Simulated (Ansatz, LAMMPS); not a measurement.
# Structural relaxation of ionic liquid EMIM+ FSI- with water, from a frame at 400 K (93 atoms), part 2 of 2

Aim: bring ionic liquid EMIM+ FSI- with water, from a frame at 400 K (93 atoms) to a nearby minimum of the energy and see what moves.

Ansatz 0.2.0; Kohn-Sham DFT, RPBE+D3(BJ), PAW (set soft_2), plane waves.

The cell: 18 C, 9 N, 39 H, 6 S, 15 O and 6 F. The network of contacts between molecules at the start is that of the classical potential that made the cell. The density was typed from a rule of thumb and may lie off the real one at this temperature. Sampling is at Γ alone, for a cell whose shortest periodic width is 10 Å.

So far, density (g/cm³): step 5 (local order after relaxation) 1.41.

## (6) Single point at the relaxed geometry

The electronic structure is read at the final geometry, in a run of its own.

The input, input.yaml:

```yaml
crystal:
  lattice:
    - [10.30994, 0.0, 0.0]
    - [0.0, 10.30994, 0.0]
    - [0.0, 0.0, 10.30994]
  atoms:
    - { symbol: C, position: [0.54413, 0.39906, 0.09296] }
    - { symbol: C, position: [0.66954, 0.44659, 0.03142] }
    - { symbol: "N", position: [0.78355, 0.39929, 0.10277] }
    - { symbol: C, position: [0.82283, 0.27067, 0.11009] }
    - { symbol: C, position: [0.92972, 0.26777, 0.18864] }
    - { symbol: "N", position: [0.95336, 0.39451, 0.22743] }
    - { symbol: C, position: [0.0604, 0.43684, 0.31096] }
    - { symbol: C, position: [0.86385, 0.47318, 0.17387] }
    - { symbol: H, position: [0.54039, 0.29285, 0.09408] }
    - { symbol: H, position: [0.46223, 0.43452, 0.03594] }
    - { symbol: H, position: [0.53401, 0.43529, 0.19223] }
    - { symbol: H, position: [0.6796, 0.41263, 0.93161] }
    - { symbol: H, position: [0.67566, 0.5524, 0.03096] }
    - { symbol: H, position: [0.77367, 0.19384, 0.0585] }
    - { symbol: H, position: [0.99171, 0.18874, 0.21731] }
    - { symbol: H, position: [0.15224, 0.41298, 0.26357] }
    - { symbol: H, position: [0.0534, 0.38737, 0.40455] }
    - { symbol: H, position: [0.05392, 0.54166, 0.32398] }
    - { symbol: H, position: [0.85884, 0.57729, 0.18483] }
    - { symbol: C, position: [0.4134, 0.03197, 0.95827] }
    - { symbol: C, position: [0.414, 0.96429, 0.8269] }
    - { symbol: "N", position: [0.29985, 0.88005, 0.81056] }
    - { symbol: C, position: [0.2717, 0.77072, 0.88402] }
    - { symbol: C, position: [0.1594, 0.71945, 0.83516] }
    - { symbol: "N", position: [0.12165, 0.7986, 0.73323] }
    - { symbol: C, position: [0.00769, 0.77627, 0.65159] }
    - { symbol: C, position: [0.20778, 0.89574, 0.71953] }
    - { symbol: H, position: [0.41914, 0.96164, 0.0377] }
    - { symbol: H, position: [0.32603, 0.09109, 0.96978] }
    - { symbol: H, position: [0.49887, 0.09478, 0.96427] }
    - { symbol: H, position: [0.41141, 0.0342, 0.74703] }
    - { symbol: H, position: [0.50032, 0.90331, 0.81513] }
    - { symbol: H, position: [0.33253, 0.73999, 0.96353] }
    - { symbol: H, position: [0.10295, 0.63579, 0.86374] }
    - { symbol: H, position: [0.98819, 0.86336, 0.59474] }
    - { symbol: H, position: [0.92507, 0.75392, 0.71441] }
    - { symbol: H, position: [0.02727, 0.69475, 0.5864] }
    - { symbol: H, position: [0.20426, 0.97562, 0.65078] }
    - { symbol: C, position: [0.53527, 0.46477, 0.68193] }
    - { symbol: C, position: [0.61349, 0.46051, 0.55677] }
    - { symbol: "N", position: [0.57498, 0.35017, 0.47369] }
    - { symbol: C, position: [0.65962, 0.26044, 0.42024] }
    - { symbol: C, position: [0.58603, 0.17322, 0.352] }
    - { symbol: "N", position: [0.45773, 0.21169, 0.3657] }
    - { symbol: C, position: [0.34541, 0.14809, 0.30576] }
    - { symbol: C, position: [0.45264, 0.31946, 0.43934] }
    - { symbol: H, position: [0.54611, 0.37378, 0.73578] }
    - { symbol: H, position: [0.43218, 0.48216, 0.66382] }
    - { symbol: H, position: [0.57184, 0.5446, 0.74188] }
    - { symbol: H, position: [0.60184, 0.54939, 0.4999] }
    - { symbol: H, position: [0.71653, 0.44666, 0.57763] }
    - { symbol: H, position: [0.76296, 0.26343, 0.43818] }
    - { symbol: H, position: [0.61238, 0.08693, 0.29857] }
    - { symbol: H, position: [0.36313, 0.04374, 0.30392] }
    - { symbol: H, position: [0.33163, 0.1849, 0.20723] }
    - { symbol: H, position: [0.26071, 0.16883, 0.36565] }
    - { symbol: H, position: [0.36588, 0.37157, 0.46666] }
    - { symbol: "N", position: [0.04612, 0.42833, 0.90942] }
    - { symbol: S, position: [0.18331, 0.36354, 0.94336] }
    - { symbol: O, position: [0.26806, 0.33977, 0.8336] }
    - { symbol: O, position: [0.1783, 0.26756, 0.04552] }
    - { symbol: F, position: [0.24312, 0.49054, 0.01525] }
    - { symbol: S, position: [0.96968, 0.36477, 0.79163] }
    - { symbol: O, position: [0.98262, 0.22549, 0.78084] }
    - { symbol: O, position: [0.84354, 0.42499, 0.78178] }
    - { symbol: F, position: [0.04651, 0.42119, 0.66423] }
    - { symbol: "N", position: [0.83825, 0.94625, 0.14322] }
    - { symbol: S, position: [0.83469, 0.90613, 0.9941] }
    - { symbol: O, position: [0.741, 0.99119, 0.93183] }
    - { symbol: O, position: [0.83201, 0.76932, 0.964] }
    - { symbol: F, position: [0.97406, 0.95597, 0.93957] }
    - { symbol: S, position: [0.93902, 0.87991, 0.23915] }
    - { symbol: O, position: [0.90009, 0.91141, 0.37059] }
    - { symbol: O, position: [0.98251, 0.75025, 0.20922] }
    - { symbol: F, position: [0.069, 0.96891, 0.2172] }
    - { symbol: "N", position: [0.42111, 0.6505, 0.32507] }
    - { symbol: S, position: [0.35413, 0.69631, 0.45596] }
    - { symbol: O, position: [0.43834, 0.75852, 0.54972] }
    [... 9 atom lines left out ...]
    - { symbol: O, position: [0.21351, 0.1728, 0.58794] }
    - { symbol: H, position: [0.21635, 0.22741, 0.66492] }
    - { symbol: H, position: [0.12044, 0.16984, 0.56523] }
    - { symbol: O, position: [0.95412, 0.1501, 0.50086] }
    - { symbol: H, position: [0.89599, 0.13228, 0.57434] }
    - { symbol: H, position: [0.94187, 0.07332, 0.44653] }
kpoints:
  mp_grid: { grid: [1, 1, 1] }
hamiltonian:
  xc: rpbe
  dispersion: d3bj
scf:
  occupations: { method: fermi_dirac, width: 0.025 }
output:
  forces: true
  stress: true
  populations: intrinsic
  dos:
    method: { smearing: { sigma: 0.15 } }
    de: 0.1
    projected: { site_lists: { C: [C], F: [F], H: [H], "N": ["N"], O: [O] } }
  eigenvalues: true
  write_density: true
  write_potential: true
  volumetric_format: npy
```

Command:

```
$ ansatz run input.yaml --threads 4 --pin off --max-ram 8192MiB --backend cpu --events-out ev --progress --plain --runs-dir out
```

Wall time 10 s (4 threads of Arm Neoverse V2, shared host); peak memory 1.2 GiB; 38 s of CPU time.

The program notes that the exchange-correlation potential is rough where the density is thin.

Read from the output:

* free energy: -27479.4445 eV
* free energy per atom: -295.4779 eV/atom
* SCF cycles: 10
* pressure: -0.04003 GPa
* r.m.s. force component: 0.00913 eV/Å
* longest force: 0.0442 eV/Å
* Fermi energy: 1.858 eV
* gap (highest filled to lowest empty level): 4.749 eV

Intrinsic-atomic-orbital charges by element:

```csv
element,coordination,atoms,mean charge (e),spread,least,most
C,all,18,-0.230,0.186,-0.522,0.0252
F,all,6,-0.498,0.0049,-0.503,-0.489
H,all,39,0.234,0.0679,0.162,0.402
N,all,9,-0.354,0.500,-1.07,0.0061
O,all,15,-0.853,0.0297,-0.881,-0.783
S,all,6,2.33,0.0051,2.32,2.34
```

States in the cell by windows of 1 eV, zero at the Fermi level; the larger projections on atomic orbitals stand beside the total:

| from (eV) | to (eV) | total | O p | C p | H s | N p | F p |
| --- | --- | --- | --- | --- | --- | --- | --- |
| -14 | -13 | 6.2 | 0.3 | 0.0 | 0.1 | 1.5 | 0.6 |
| -13 | -12 | 6.7 | 0.0 | 1.4 | 1.3 | 1.7 | 0.0 |
| -12 | -11 | 14.6 | 0.6 | 3.1 | 1.7 | 1.9 | 2.2 |
| -11 | -10 | 7.5 | 0.5 | 0.9 | 0.5 | 0.8 | 2.2 |
| -10 | -9 | 13.0 | 2.9 | 2.7 | 2.0 | 1.0 | 1.0 |
| -9 | -8 | 25.4 | 8.3 | 3.9 | 2.2 | 3.5 | 2.1 |
| -8 | -7 | 31.9 | 3.5 | 12.0 | 5.3 | 4.5 | 2.9 |
| -7 | -6 | 35.3 | 5.6 | 7.9 | 3.1 | 2.4 | 14.2 |
| -6 | -5 | 34.2 | 10.9 | 9.8 | 4.7 | 2.3 | 4.0 |
| -5 | -4 | 26.2 | 14.9 | 3.5 | 2.5 | 2.2 | 1.6 |
| -4 | -3 | 29.0 | 18.2 | 1.9 | 0.8 | 5.5 | 1.6 |
| -3 | -2 | 16.1 | 6.4 | 5.5 | 0.1 | 3.5 | 0.3 |
| -2 | 2 | 0.0 | 0.0 | 0.0 | 0.0 | 0.0 | 0.0 |
| 2 | 3 | 8.0 | 0.2 | 3.6 | 0.7 | 2.2 | 0.1 |
| 3 | 4 | 17.3 | 2.1 | 4.4 | 0.9 | 1.0 | 1.4 |
| 4 | 5 | 16.6 | 1.9 | 1.2 | 2.7 | 0.8 | 0.3 |

Between -26 and -14 eV lie 66 more states.

About 12 of the 324 electrons lie in deeper levels, below the stored range.

Not all projections were asked for or kept, so they needn't add up to the total.

The levels nearest the highest filled one (over half full), pooled over k-points and spins:

| level less the highest filled one (eV) | occupation |
| --- | --- |
| -0.412 | 2 |
| -0.264 | 2 |
| -0.232 | 2 |
| -0.183 | 2 |
| -0.0606 | 2 |
| 0 | 2 |
| 4.75 | 0 |
| 4.97 | 0 |
| 5.00 | 0 |
| 5.22 | 0 |
| 5.52 | 0 |
| 5.63 | 0 |

Valence density in the ac plane at fractional y = 0.428, with atoms of C and H and N and O and F within 0.2 Å of it. It is the smooth field of the valence electrons, not physical close to the nuclei.

Ten steps, logarithmic in the rise over the least value, from '0' (0 e/Å³) to '9' (10 e/Å³), each cell a mean:
```
56544555420011211246542100013
77765444210000000135531000124
67754433210000000013311122234
56532233321000000000012465444
44321122221000111100014788654
44310011110001344310014788654
67631000000123465420012465434
89952000000134565421101122124
79851000000123455543321000014
45420000000012235555542000002
11100000000001135565542000000
00000000001111135554321000000
11100000012221234442100000000
23320000001222223321000000001
45531000000111111110000000002
56653100000000000000000000113
56665310000000000000000012344
65556420000000111000000124566
54333210000001344210012345677
42111000000002465321134556665
21000000000012466432356765443
00000122100124566554567764211
00011345320135655566666542100
22223466421135544456643321001
```
Columns run along a (10.3 Å), rows up along c (10.3 Å). Atoms in or near the plane, at fractional coordinates: C at (0.67, 0.03), C at (0.06, 0.31), H at (0.46, 0.04), H at (0.53, 0.19), H at (0.68, 0.93), H at (0.15, 0.26), H at (0.72, 0.58), N at (0.05, 0.91), O at (0.84, 0.78), F at (0.05, 0.66).

Electrostatic potential energy in the ac plane at fractional y = 0.428, with atoms of C and H and N and O and F within 0.2 Å of it. With pseudopotentials it is smooth inside the atoms' cores, unlike the true potential.

Ten even steps from '_' (-46 eV) to '@' (6 eV), each cell a mean:
```
##++**##==--==**%%@@@@@@@@@@@@@@@@@@##==++%%@@@@@@@@@@@@@@
..____====::==**%%@@@@@@@@@@@@@@@@@@%%----%%@@@@@@@@@@@@%%
..__..++##****%%@@@@@@@@@@@@@@@@@@@@@@%%%%@@@@@@@@@@@@%%##
++++**%%%%%%%%@@@@@@@@@@@@@@@@@@@@@@@@@@@@@@@@%%****##**++
==##%%@@@@@@@@@@@@@@@@@@@@@@@@@@@@@@@@@@@@@@%%--__..==--::
++##%%@@@@@@@@@@@@@@@@@@@@@@@@%%%%@@@@@@@@@@%%--____====--
++--**@@@@@@@@@@@@@@@@@@@@@@**--==##@@@@@@@@@@%%****%%####
..__..##@@@@@@@@@@@@@@@@%%%%++__..**@@@@@@@@@@@@@@@@@@@@%%
--..::##@@@@@@@@@@@@@@@@@@%%##++++##%%%%@@@@@@@@@@@@@@@@%%
%%##%%@@@@@@@@@@@@@@@@@@@@@@@@%%**----**++++%%@@@@@@@@@@@@
@@@@@@@@@@@@@@@@@@@@@@@@@@@@@@%%++____==++**%%@@@@@@@@@@@@
@@@@@@@@@@@@@@@@@@@@@@@@@@@@@@%%**====##%%@@@@@@@@@@@@@@@@
@@@@@@@@@@@@@@@@@@@@%%%%@@@@@@%%####%%%%@@@@@@@@@@@@@@@@@@
@@%%%%@@@@@@@@@@@@@@@@@@@@@@@@@@%%%%@@@@@@@@@@@@@@@@@@@@@@
%%****%%@@@@@@@@@@@@@@@@@@@@@@@@@@@@@@@@@@@@@@@@@@@@@@@@@@
++....++%%@@@@@@@@@@@@@@@@@@@@@@@@@@@@@@@@@@@@@@@@@@@@@@%%
--____--**%%@@@@@@@@@@@@@@@@@@@@@@@@@@@@@@@@@@@@@@@@@@%%##
++----++..++@@@@@@@@@@@@@@@@@@@@@@@@@@@@@@@@@@@@@@%%**::::
++%%%%%%##%%@@@@@@@@@@@@@@@@%%==**@@@@@@@@@@@@%%**++--____
%%@@@@@@@@@@@@@@@@@@@@@@@@@@##::==%%@@@@@@@@##**--..--==++
@@@@@@@@@@@@@@@@@@@@@@@@@@@@##----##%%@@%%**::..--==**%%@@
@@@@@@@@@@@@@@@@@@@@@@@@@@%%++____==##++**==____==%%%%@@@@
@@@@@@@@@@%%%%%%@@@@@@@@##::==----++--__..======##@@@@@@@@
@@@@@@%%##**++++%%@@@@@@##==**%%%%##::__..**%%@@@@@@@@@@@@
```
Columns run along a (10.3 Å; values clipped at the 3rd and 97th percentile), rows up along c (10.3 Å). Atoms in or near the plane, at fractional coordinates: C at (0.67, 0.03), C at (0.06, 0.31), H at (0.46, 0.04), H at (0.53, 0.19), H at (0.68, 0.93), H at (0.15, 0.26), H at (0.72, 0.58), N at (0.05, 0.91), O at (0.84, 0.78), F at (0.05, 0.66).

Mean intrinsic-atomic-orbital charges: C -0.23, F -0.50, H +0.23, N -0.35, O -0.85, S +2.33 e.

Local excerpt of 11 atoms (numbers count through the whole input) about S68, one of the 6 S atoms; x, y, z are measured from there.

```
atom      x      y      z  distance (Å)  intrinsic-atomic-orbital charge (e)
 S68   0.00   0.00   0.00          0.00                                 2.33
 O70  -0.03  -1.41  -0.31          1.44                                -0.86
 O69  -0.97   0.88  -0.64          1.45                                -0.87
 N67   0.04   0.41   1.54          1.59                                -1.06
 F71   1.44   0.51  -0.56          1.63                                -0.49
 S72   1.08  -0.27   2.53          2.76                                 2.34
 H87  -0.90   1.40  -2.51          3.01                                 0.39
 H14  -0.63   2.97   0.66          3.10                                 0.22
 O74   1.52  -1.61   2.22          3.13                                -0.85
 F75   2.42   0.65   2.30          3.40                                -0.50
 H36   0.93  -1.57  -2.88          3.41                                 0.21
```

## (7) Results

```
energy change in the relaxation                  : -66.22 meV/atom
r.m.s. displacement                              : 0.834 Å
largest displacement                             : 2.076 Å
free energy per atom                             : -295.4779 eV/atom
pressure                                         : -0.04003 GPa
r.m.s. force component                           : 0.00913 eV/Å
gap (highest filled to lowest empty level) : 4.749 eV
wall time of the 3 DFT runs                      : 5.6 min
```

In words: Relaxation lowers the energy by 66.2 meV/atom and moves atoms by 0.83 Å r.m.s.; the r.m.s. force component goes from 1.1 to 0.0091 eV/Å, the pressure goes from 1.9 to -0.040 GPa, and the gap from 4.17 to 4.75 eV. From the first step to the last the energy fell by 6.158 eV, and the largest move was 2.08 Å (O83). The highest filled and lowest empty levels differ by 4.75 eV (at Γ alone); a semilocal functional tends to put such gaps too low. In a disordered cell it changes from sample to sample and from frame to frame.

**Limits.** The network of contacts between molecules at the start is that of the classical potential that made the cell; in DFT atoms moved by 0.83 Å r.m.s. The program warns that the dispersion model switches its C6 values near this geometry, which can put artefacts into forces and pressure.

[Logs are printed without paths, hosts, clocks, repeated set-up lines and the standing remarks that a program may print on its own settings, such as how far it seeks lower states.]

[Hosts, paths, dates, database ids (printed as entryN), source tags and the programs' standing remarks are cut or masked in the printed files.]
